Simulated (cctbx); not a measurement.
# Resonant diffraction in MoIr2

Space group Fd-3m (no. 227, origin choice 1), a = 7.1190 Å, b = 7.1190 Å, c = 7.1190 Å, α = 90.00°, β = 90.00°, γ = 90.00°.

| atom | mult. | x | y | z | Ueq (Å²) |
| --- | --- | --- | --- | --- | --- |
| Ir1 | 16 | 3/8 | 1/8 | 3/8 | 0.0039 |
| Mo1 | 8 | 1/4 | 3/4 | 1/4 | 0.0058 |

This is a model crystal, built by substitution and not relaxed, with assumed displacement parameters.

Calculated with cctbx: free-atom f′ and f″ from the Sasaki tables, no fine structure; amplitudes in electrons.

| E (eV) | F 2 2 2 | F 4 2 2 | F 3 3 3 | F 4 4 4 |
| --- | --- | --- | --- | --- |
| 10615 | 834.5 | 197.9 | 477.8 | 406.0 |
| 10965 | 806.9 | 197.5 | 464.0 | 380.3 |
| 11095 | 784.4 | 197.3 | 452.9 | 359.2 |
| 11155 | 763.0 | 197.2 | 442.5 | 339.2 |
| 11185 | 741.8 | 197.2 | 432.1 | 319.3 |
| 11200 | 721.0 | 197.1 | 421.9 | 299.7 |
| 11207 | 702.8 | 197.1 | 413.0 | 282.6 |
| 11211 | 684.0 | 197.1 | 403.9 | 265.0 |
| 11219 | 685.2 | 197.1 | 404.1 | 284.0 |
| 11223 | 711.2 | 197.1 | 416.8 | 306.2 |
| 11230 | 732.5 | 197.1 | 427.2 | 324.7 |
| 11245 | 755.1 | 197.1 | 438.3 | 344.5 |
| 11275 | 777.2 | 197.1 | 449.0 | 364.0 |
| 11365 | 804.7 | 197.0 | 462.4 | 388.5 |
| 11615 | 834.3 | 196.7 | 476.7 | 414.9 |

**Question.** Which edge is crossed, and why do the reflections move as they do?

The L3 edge of Ir. The edge is at 11215 eV. f′ of Ir falls from -12.1 e at 11095 eV to -18.5 e at 4 eV below it, and f″ steps from 3.86 to 10.19 e across it. Over that approach |F| changes by -13 % (2 2 2), -0 % (4 2 2), -11 % (3 3 3) and -26 % (4 4 4): a reflection falls where Ir scatters in phase with the total and rises where it scatters against it; it hardly moves where the Ir term is small or cancels by symmetry. Above the edge the larger f″ enters the imaginary part, where it can add to or cancel the other atoms' f″. The structure is centrosymmetric, so Friedel mates stay equal.
